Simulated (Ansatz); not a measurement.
# Cl-CC-Cl chair bilayer (AA) in a perpendicular field

What dipole does a perpendicular field induce in the Cl-CC-Cl chair bilayer (AA), and does the gap follow? A positive field points along +c.

Main program and level: Ansatz 0.2.0; plane-wave DFT, RPBE-D3(BJ), Ansatz PAW, in the first sound run; inputs show where later runs differ.

### Step 1. Starting point

The cell holds 8 atoms: 4 Cl and 4 C. Its edges and angles: a = 2.508 Å, b = 2.508 Å, c = 29.233 Å, α = 90.0°, β = 90.0°, γ = 120.0°. Regions: layer 1: Cl-CC-Cl chair, 4 atoms (2 Cl and 2 C); layer 2: Cl-CC-Cl chair, 4 atoms (2 Cl and 2 C). Vacuum lies along c.

### Step 2. Relaxing the slab

The starting cell is a guess, so the in-plane lattice and the atoms are relaxed first, with the slab cut off from its images along the normal. The program lengthens the vector along the normal by itself, so c and the volume that it reports differ from the typed ones.

input.yaml

```yaml
crystal:
  lattice:
    - [2.508, 0.0, 0.0]
    - [-1.254, 2.1719917127, 0.0]
    - [0.0, 0.0, 29.2333333333]
  atoms:
    - { symbol: Cl, position: [0.6666666667, 0.3333333333, 0.3078677309] }
    - { symbol: C, position: [0.6666666667, 0.3333333333, 0.3687571266] }
    - { symbol: C, position: [0.3333333333, 0.6666666667, 0.3860889396] }
    - { symbol: Cl, position: [0.3333333333, 0.6666666667, 0.4469783352] }
    - { symbol: Cl, position: [0.6666666667, 0.3333333333, 0.5530216648] }
    - { symbol: C, position: [0.6666666667, 0.3333333333, 0.6139110604] }
    - { symbol: C, position: [0.3333333333, 0.6666666667, 0.6312428734] }
    - { symbol: Cl, position: [0.3333333333, 0.6666666667, 0.6921322691] }
  periodic: [true, true, false]
kpoints:
  mp_grid: { grid: [18, 18, 1] }
hamiltonian:
  xc: rpbe
  dispersion: d3bj
scf:
  occupations: { method: fermi_dirac, width: 0.05 }
  convergence: { dr2_threshold: 1.0e-09 }
relax:
  f_tol: 0.004
  max_steps: 90
  cell: {}
output:
  write_potential: true
  write_density: true
  volumetric_format: npy
```

The run is started by

```console
$ ansatz run input.yaml --threads 4 --pin off --max-ram 6144MiB --backend cpu --events-out ev --progress --plain --runs-dir out
```

Numbers of over 12 decimals in the logs are rounded to 6 here.

What it wrote:

```text
Warning: crystal.periodic: the lattice vector that does not repeat stood 0.000° off the slab's normal, 29.233 Å along it as the deck builds it. The run solves the slab on a vector along the normal, 46.267 Å long, with every atom where it was (on the deck's vector they left 18.00 Å outside them, and the widest stretch free of ions among them is 3.10 Å). A fractional position that the run reports is one of the run's ce [...]
Warning: relax.cell: scf.convergence.dr2_threshold = 1e-9 eV is looser than the 1.77440859208e-10 eV advised for a relaxation that steers and ends on the stress (1e-10 eV for each atom of the cell: 8, times the square of relax.cell.stress_2d_tol = 0.05 N/m over 21.2 Å (the atoms' height at the walk's start and 5 Å past either face), 2.355e-2 GPa, over a crystal's default 0.05). What an SCF threshold leaves in a stress goes as its square root, and in the free energy as the threshold itself, and one threshold admits the most on a small cell: [figures from the program's tests cut] Set scf.convergence.dr2_threshold to 1.77440859208e-10 eV or tighter. [rest of the remark cut]
crystal.periodic: the lattice vector that does not repeat stood 0.000° off the slab's normal, 29.233 Å along it as the deck builds it. The run solves the slab on a vector along the normal, 46.267 Å long, with every atom where it was (on the deck's vector they left 18.00 Å outside them, and the widest stretch free of ions among them is 3.10 Å). A fractional position that the run reports is one of the run's cell, which [...]
Engine: ansatz 0.2.0, aarch64-unknown-linux-gnu
Pseudopotentials: kind: paw
Pseudopotential: Cl, paw, valence charge 7, recommended cutoff 420 eV (normal), Cl.paw.azcp
Pseudopotential: C, paw, valence charge 4, recommended cutoff 420 eV (normal), C.paw.azcp
Functional definition: RPBE
  parameter kappa = 0.804
  parameter beta = 0.066725
  exchange = rpbe_x(kappa = kappa, mu = beta*pi^2/3)
  correlation = pbe_c(beta = beta)
Crystal: 8 atoms, lattice volume = 252.031 Å³
Basis set: ecut = 420 eV, 4901 PW (Γ), exchange–correlation on 36×36×640 points (8 copies of the dense FFT grid, shifted against one another)
Bands: 30, of which v1, the nominal top of the filled ones, is band 22 counted from 1 (21 counted from 0)
Symmetry: 12 space group operations
Space group: P-3m1 (ITA 164), of the structure as read, at distance tolerance 6.3e-5 Å
k-points: 37 of 324
Non-local potential: Cl, projectors of the file, l = 0: 2, l = 1: 2, l = 2: 2
Non-local potential: C, projectors of the file, l = 0: 2, l = 1: 2, l = 2: 1
PAW form: soft (Blöchl's): semilocal exchange-correlation on the pseudo side does not see the compensation charge
PAW frozen core: Cl, regenerated for the run's functional, and the local potential with it (the file was generated under x = pbe(κ = 0.804, μ = 0.219515), c = pbe(β = 0.066725))
PAW frozen core: C, regenerated for the run's functional, and the local potential with it (the file was generated under x = pbe(κ = 0.804, μ = 0.219515), c = pbe(β = 0.066725))
PAW one-centre angular grid: Cl, 110 points (default); XC on 64 Gauss nodes
PAW one-centre angular grid: C, 110 points (default); XC on 64 Gauss nodes
Initial density: superposition of atomic densities (neutral atoms: chi_scale 0, normalization atom), corrected by the library's trained network
Initial wavefunctions: pseudopotential atomic-orbital guess
Functional: x = rpbe, c = pbe(β = 0.066725)
SCF iter   1: F=—  HF=-5336.146761 eV  |F-HF|=—  |Δ(HF+E_count)|=         —  Δρ=1.09e-2  dr2=3.65e0  ethr=1.77e-3  ⟨swp⟩=14.9  Hψ=9708  notcnv=0  defer=18
preconditioner: auto → LDOS  [metal: Δε(μ)=0.018 eV  Ē_g=13.445 eV  σ=0.050 eV  W_gap=0.09  n_scr=30 (ndim 8)  ℏωp=15.5 eV  f_vac=0.670  D(μ)=1.73/eV (n_scr^D=16)  β→1.0]
SCF iter   2: F=—  HF=-5335.953808 eV  |F-HF|=—  |Δ(HF+E_count)|=   1.93e-1  Δρ=5.33e-3  dr2=1.20e-1  ethr=1.77e-3  ⟨swp⟩=4.1  Hψ=2326  notcnv=0  defer=90
SCF iter   3: F=—  HF=-5335.946700 eV  |F-HF|=—  |Δ(HF+E_count)|=   7.11e-3  Δρ=3.28e-3  dr2=7.63e-2  ethr=2.74e-4  ⟨swp⟩=4.8  Hψ=3095  notcnv=0  defer=90
SCF iter   4: F=—  HF=-5335.931205 eV  |F-HF|=—  |Δ(HF+E_count)|=   1.55e-2  Δρ=8.34e-4  dr2=6.80e-3  ethr=1.73e-4  ⟨swp⟩=2.5  Hψ=1749  notcnv=0  defer=85
SCF iter   5: F=—  HF=-5335.931077 eV  |F-HF|=—  |Δ(HF+E_count)|=   1.28e-4  Δρ=3.78e-4  dr2=6.96e-4  ethr=1.55e-5  ⟨swp⟩=3.3  Hψ=2387  notcnv=0  defer=85
SCF iter   6: F=—  HF=-5335.930910 eV  |F-HF|=—  |Δ(HF+E_count)|=   1.66e-4  Δρ=1.46e-4  dr2=6.40e-5  ethr=1.58e-6  ⟨swp⟩=3.1  Hψ=2242  notcnv=0  defer=85
SCF iter   7: F=—  HF=-5335.930891 eV  |F-HF|=—  |Δ(HF+E_count)|=   1.96e-5  Δρ=4.36e-5  dr2=1.33e-5  ethr=1.45e-7  ⟨swp⟩=3.2  Hψ=2390  notcnv=0  defer=85
SCF iter   8: F=—  HF=-5335.930892 eV  |F-HF|=—  |Δ(HF+E_count)|=   1.19e-6  Δρ=1.60e-5  dr2=1.20e-6  ethr=3.03e-8  ⟨swp⟩=3.1  Hψ=2132  notcnv=0  defer=85
SCF iter   9: F=—  HF=-5335.930875 eV  |F-HF|=—  |Δ(HF+E_count)|=   1.74e-5  Δρ=4.73e-6  dr2=6.93e-8  ethr=2.74e-9  ⟨swp⟩=3.4  Hψ=2302  notcnv=0  defer=85
SCF iter  10: F=—  HF=-5335.930875 eV  |F-HF|=—  |Δ(HF+E_count)|=   5.91e-8  Δρ=1.37e-6  dr2=5.46e-9  ethr=1.57e-10  ⟨swp⟩=3.3  Hψ=2510  notcnv=0  defer=85
SCF iter  11: F=-5335.930875 eV  HF=-5335.930875 eV  |F-HF|=1.49e-10  |Δ(HF+E_count)|=   2.56e-9  Δρ=2.14e-7  dr2=4.73e-10  ethr=2.27e-12  ⟨swp⟩=12.7  Hψ=9964  notcnv=0
SCF 1 converged in 11 iterations: F = -5335.930875 eV  dr2 = 4.73e-10
  greatest PAW one-centre occupation: 0.931 electrons in one spin orbital (limit 2), on the Cl atom at site 4 (counted from 0), in its partial waves of l = 0
relax step   1: F+E_penalty+E_count = -5335.93087464 eV  Δ(F+E_penalty+E_count) = +0.000e0 eV  max|allowed force component| = 1.983e0 eV/Å  Δτ_max = 0.0000 Å  P = +94.754 N/m  Ω = 252.031 Å³  fix = [c, alpha, beta]  reactions: c +0.000 N/m  (11 SCF iters, accepted)
Crystal: 8 atoms, lattice volume = 277.220 Å³
Basis set: ecut = 420 eV, 5537 PW (Γ), exchange–correlation on 36×36×640 points (8 copies of the dense FFT grid, shifted against one another)
Initial density: handed on by an earlier stage of this run
Initial wavefunctions: those handed on with the density
iter 1 solved again at ethr=2.08e-3 eV; its pass at ethr=3.10e-3 eV (dr2=9.16e-1 eV) is discarded
SCF iter   1: F=—  HF=-5338.597820 eV  |F-HF|=—  |Δ(HF+E_count)|=         —  Δρ=1.17e-2  dr2=9.18e-1  ethr=2.08e-3  ⟨swp⟩=1.4  Hψ=9651  notcnv=0
preconditioner: auto → LDOS  [metal: Δε(μ)=0.085 eV  Ē_g=13.298 eV  σ=0.050 eV  W_gap=0.39  n_scr=28 (ndim 8)  ℏωp=14.8 eV  f_vac=0.680  D(μ)=1.21/eV (n_scr^D=12)  β→1.0]
[...]
relax step   8: F+E_penalty+E_count = -5340.07155986 eV  Δ(F+E_penalty+E_count) = -1.388e-1 eV  max|allowed force component| = 2.205e-2 eV/Å  Δτ_max = 0.0000 Å  P = +2.686 N/m  Ω = 321.698 Å³  fix = [c, alpha, beta]  reactions: c +0.000 N/m  stress off target by 2.69e0 N/m on what of the cell is left free  SCF on the basis re-selected at this cell (its energy is not comparable with the rows above)  (8 SCF iters)
relax step   9: F+E_penalty+E_count = -5340.07637107 eV  Δ(F+E_penalty+E_count) = -4.811e-3 eV  max|allowed force component| = 2.144e-2 eV/Å  Δτ_max = 0.0042 Å  P = +0.247 N/m  Ω = 324.737 Å³  energy of the carried Pulay correction = -1.186e-3 eV  fix = [c, alpha, beta]  reactions: c +0.000 N/m  (8 SCF iters, accepted)
relax step  10: F+E_penalty+E_count = -5340.07632705 eV  Δ(F+E_penalty+E_count) = +4.402e-5 eV  max|allowed force component| = 1.481e-3 eV/Å  Δτ_max = 0.0015 Å  P = -0.018 N/m  Ω = 325.113 Å³  energy of the carried Pulay correction = -1.339e-3 eV  fix = [c, alpha, beta]  reactions: c -0.000 N/m  (7 SCF iters, accepted)
iter 1 solved again at ethr=9.49e-7 eV; its pass at ethr=3.10e-3 eV (dr2=4.17e-4 eV) is discarded
SCF iter   1: F=—  HF=-5340.077528 eV  |F-HF|=—  |Δ(HF+E_count)|=         —  Δρ=2.40e-5  dr2=2.37e-7  ethr=9.49e-7  ⟨swp⟩=4.7  Hψ=12572  notcnv=0
eigensolver tolerance schedule: the retry pair's looser diagonalisation over-reported the residual by 1759.16 of it (diagonalisation noise at 1.17 of the residual, at the tolerance the schedule requests for it); recorded, not acted on — ethr = c·dr2/N_el stays at c = 1.0e-1
preconditioner: auto → Resta (q_TF=auto, 1.955 Å⁻¹)  ε∞=2.2  [insulator: Δε(μ)=1.167 eV  Ē_g=12.632 eV  σ=0.050 eV  W_gap=1.00  n_scr=28 (ndim 8)  ℏωp=13.7 eV  f_vac=0.694  D(μ)=0.00/eV (n_scr^D=0)  ε∞_Penn≈2.2  vacuum switching on, ρ_ref=1.2e-2 e/Å³]
SCF iter   2: F=—  HF=-5340.077644 eV  |F-HF|=—  |Δ(HF+E_count)|=   1.16e-4  Δρ=1.22e-5  dr2=5.98e-8  ethr=5.39e-10  ⟨swp⟩=4.7  Hψ=3602  notcnv=0
SCF iter   3: F=—  HF=-5340.077674 eV  |F-HF|=—  |Δ(HF+E_count)|=   3.00e-5  Δρ=2.34e-6  dr2=2.35e-8  ethr=1.36e-10  ⟨swp⟩=2.6  Hψ=2235  notcnv=0
SCF iter   4: F=—  HF=-5340.077676 eV  |F-HF|=—  |Δ(HF+E_count)|=   1.81e-6  Δρ=7.98e-7  dr2=5.61e-9  ethr=5.35e-11  ⟨swp⟩=2.9  Hψ=1851  notcnv=0
iter 5 met the thresholds in force, and the SCF goes on: an eigenvalue changes by 4.49 meV, over its tolerance of 1.05 meV (output.eigenvalues, Limitations)
SCF iter   5: F=-5340.077676 eV  HF=-5340.077676 eV  |F-HF|=3.09e-8  |Δ(HF+E_count)|=   1.24e-7  Δρ=3.91e-7  dr2=2.36e-10  ethr=2.27e-12  ⟨swp⟩=13.7  Hψ=9822  notcnv=0
SCF iter   6: F=-5340.077676 eV  HF=-5340.077676 eV  |F-HF|=9.90e-10  |Δ(HF+E_count)|=   2.98e-8  Δρ=1.50e-7  dr2=1.20e-10  ethr=1.00e-12  ⟨swp⟩=8.6  Hψ=8117  notcnv=0
SCF 11 converged in 6 iterations: F = -5340.077676 eV  dr2 = 1.20e-10
relax step  11: F+E_penalty+E_count = -5340.07767619 eV  Δ(F+E_penalty+E_count) = -1.349e-3 eV  max|allowed force component| = 1.544e-3 eV/Å  Δτ_max = 0.0000 Å  P = -0.013 N/m  Ω = 325.113 Å³  fix = [c, alpha, beta]  reactions: c -0.000 N/m  stress off target by 1.26e-2 N/m on what of the cell is left free  SCF on the basis re-selected at this cell (its energy is not comparable with the rows above)  (6 SCF iters)
basis re-selected at this cell: Δ(F+E_penalty+E_count) = -1.349e-3 eV, ΔP = +0.005 N/m vs the last step (what re-selecting the basis moved, of the pressure what is left beyond the Pulay correction that the steps carried, after the strain that the cell walked since its last selection, with what the two solves' SCF thresholds leave and, on support functions, any second-order correction that the steps lacked; it is no m [...]
dispersion: the relaxed geometry stands within reach of a switch of an atom's C6, across which e_disp changes (each atom's share, over what another start of this relaxation can change, counted as every distance, over a cell that relax.cell.fix or crystal.periodic holds in part: site 1 (C), some 0.03 eV, crossed with farther neighbours; site 2 (C), some 0.03 eV, crossed with farther neighbours; site 5 (C), some 0.03 eV, crossed with farther neighbours; site 6 (C), some 0.03 eV, crossed with farther neighbours; some 0.12 eV in sum): a start on the other side of the switch can end at another minimum, lower or higher, and the walk did not compare the two: [rest of the remark cut]
SCF converged after 6 iterations
an eigenvalue changed by more than its tolerance at an iteration that met the thresholds in force, so the SCF went on 1 time: the last check found none over its tolerance
Free energy (F): -5340.077676 eV
Harris-Foulkes:  -5340.077676 eV  (|F-HF|=9.90e-10)
Internal energy: -5340.077676 eV  (E = F + TS)
E sigma→0 (E₀):  -5340.077676 eV
Entropy (-TS):   -0.000000 eV (-0.000 meV/atom)
Fermi energy:    -2.901106 eV
--- Per-component energies (eV) ---
  E_band       = -539.954079
  E_kinetic    = 1000.527322
  E_local      = -181878.344145  (includes V_loc(G=0)·N_el)
  E_nonlocal   = 214.743281
  E_hartree    = 90428.050385
  E_xc         = -621.558636
  E_vxc        = -726.418274  (∫ρ·V_xc dr)
  E_paw        = -3048.908851  (= ΣΔE_a)
  E_vpaw       = -6.563938  (= ΣTr[D̂ρ^β])
  E_aug_tail   = 0.000374  (compensation charges beyond the density's cutoff)
  E_ewald      = 88570.578980
  E_disp       = -4.939423  (pairwise vdW)
  E_core_change = -0.226963  (= ΣΔE_core)
  E_smearing   = -0.000000  (= −TS)
  E_closure    = 0.000000  (closes the sum)
  Σ components = -5340.077676   (vs F -5340.077676, Δ=0.00e0)
--- Forces (eV/Å), atoms counted from 1 ---
  atom   1  Cl    -0.00000000    -0.00000000     0.00154421
  atom   2  C      0.00000000     0.00000000     0.00090943
  atom   3  C     -0.00000000    -0.00000000    -0.00108870
  atom   4  Cl     0.00000000     0.00000000    -0.00088291
  atom   5  Cl    -0.00000000    -0.00000000     0.00088291
  atom   6  C      0.00000000     0.00000000     0.00108870
  atom   7  C      0.00000000    -0.00000000    -0.00090943
  atom   8  Cl     0.00000000     0.00000000    -0.00154421
  max |Σ_I F_I| component: 2.31e-18 eV/Å
--- 2D stress c σ (N/m, compression-positive) ---
       -0.012565       0.000000       0.000000
        0.000000      -0.012565      -0.000000
        0.000000      -0.000000      -0.000000
  P = ½ c Tr σ = -0.0126 N/m
--- Band table (eV; the first three rows and the last of 37) ---
  k-point 0: bands = [... 18 lower, -3.5835, -3.5835, -3.5032, -3.5032, -2.3363, -1.8578, -1.5479, -1.4205, ... 4 higher]
  k-point 1: bands = [... 18 lower, -3.8308, -3.7393, -3.6380, -3.5491, -2.2678, -1.7243, -1.3360, -1.2738, ... 4 higher]
  k-point 2: bands = [... 18 lower, -4.4840, -4.3730, -3.7889, -3.6805, -2.0958, -1.5147, -0.9767, -0.9327, ... 4 higher]
  k-point 36: bands = [... 18 lower, -8.1344, -7.9951, -7.9951, -7.8198, 0.1561, 0.1561, 0.7560, 0.7560, ... 4 higher]
  the weakly bound empty levels are not read free of the cell's end (no_gap_told)
--- Relaxed structure (9 steps of the walk, 9 accepted, 2 SCFs on fresh bases) ---
  F+E_penalty+E_count = -5340.07767619 eV   max|allowed force component| = 1.544e-3 eV/Å   (the final SCF, on the basis selected at the relaxed cell)
  cell:  # Å, volume = 325.1130 Å³
    - [2.848510, 0.0, 0]
    - [-1.424255, 2.466882, 0]
    - [0, 0, 46.266667]
  atoms:
    - { symbol: Cl, position: [0.666667, 0.333333, 0.200396] }
    - { symbol: C, position: [0.666667, 0.333333, 0.238147] }
    - { symbol: C, position: [0.333333, 0.666667, 0.248803] }
    - { symbol: Cl, position: [0.333333, 0.666667, 0.286578] }
    - { symbol: Cl, position: [0.666667, 0.333333, 0.345266] }
    - { symbol: C, position: [0.666667, 0.333333, 0.383042] }
    - { symbol: C, position: [0.333333, 0.666667, 0.393697] }
    - { symbol: Cl, position: [0.333333, 0.666667, 0.431449] }
```

Elapsed: 79 s, on 4 threads of Arm Neoverse V1, shared host; peak memory 0.85 GiB.

Relaxation path:

```
step  energy less that of the first step (eV)  largest force component (eV/Å)  volume (Å³)
   1                                   0.0000                          1.9827       252.03
   2                                  -2.4573                          0.8868       277.22
   3                                  -3.6506                          1.0670       303.61
   4                                  -3.9543                          0.8946       321.24
   5                                  -3.9883                          0.4222       323.03
   6                                  -4.0018                          0.0138       321.85
   7                                  -4.0019                          0.0007       321.70
  8*                                  -4.1407                          0.0221       321.70
   9                                  -4.1455                          0.0214       324.74
  10                                  -4.1455                          0.0015       325.11
 11*                                  -4.1468                          0.0015       325.11
```

Relaxation steps marked * repeat the geometry before them on a plane-wave basis chosen anew for their cell, so energy and pressure can jump there.

The run keeps the 12 symmetry operations that it works with, so distortions that break them were not tested.

```
cell as run  before  after   change
      a (Å)   2.508  2.849  +13.6 %
      b (Å)   2.508  2.849  +13.6 %
```

The atoms that moved most (Å, along periodic axes as changes of fractional coordinates times the final cell, across vacuum about the mean position):

```
atom     dx     dy      dz  length
 Cl1  0.000  0.000   0.272   0.272
 Cl8  0.000  0.000  -0.272   0.272
  C2  0.000  0.000   0.238   0.238
  C7  0.000  0.000  -0.238   0.238
  C6  0.000  0.000  -0.225   0.225
  C3  0.000  0.000   0.225   0.225
 Cl5  0.000  0.000  -0.192   0.192
 Cl4  0.000  0.000   0.192   0.192
```

The lattice constant a goes from 2.508 to 2.849 Å.

(Continued in part 2 of 4.)

[Logs are printed without paths, hosts, clocks, repeated set-up lines and the standing remarks that a program may print on its own settings, such as how far it seeks lower states.]

[Hosts, paths, dates, database ids (printed as entryN), source tags and the programs' standing remarks are cut or masked in the printed files.]

[Maps of the electrostatic potential energy from Ansatz leave out the sawtooth potential of an applied field or a dipole correction, so their vacuum need not be flat; planar profiles and work functions include it.]
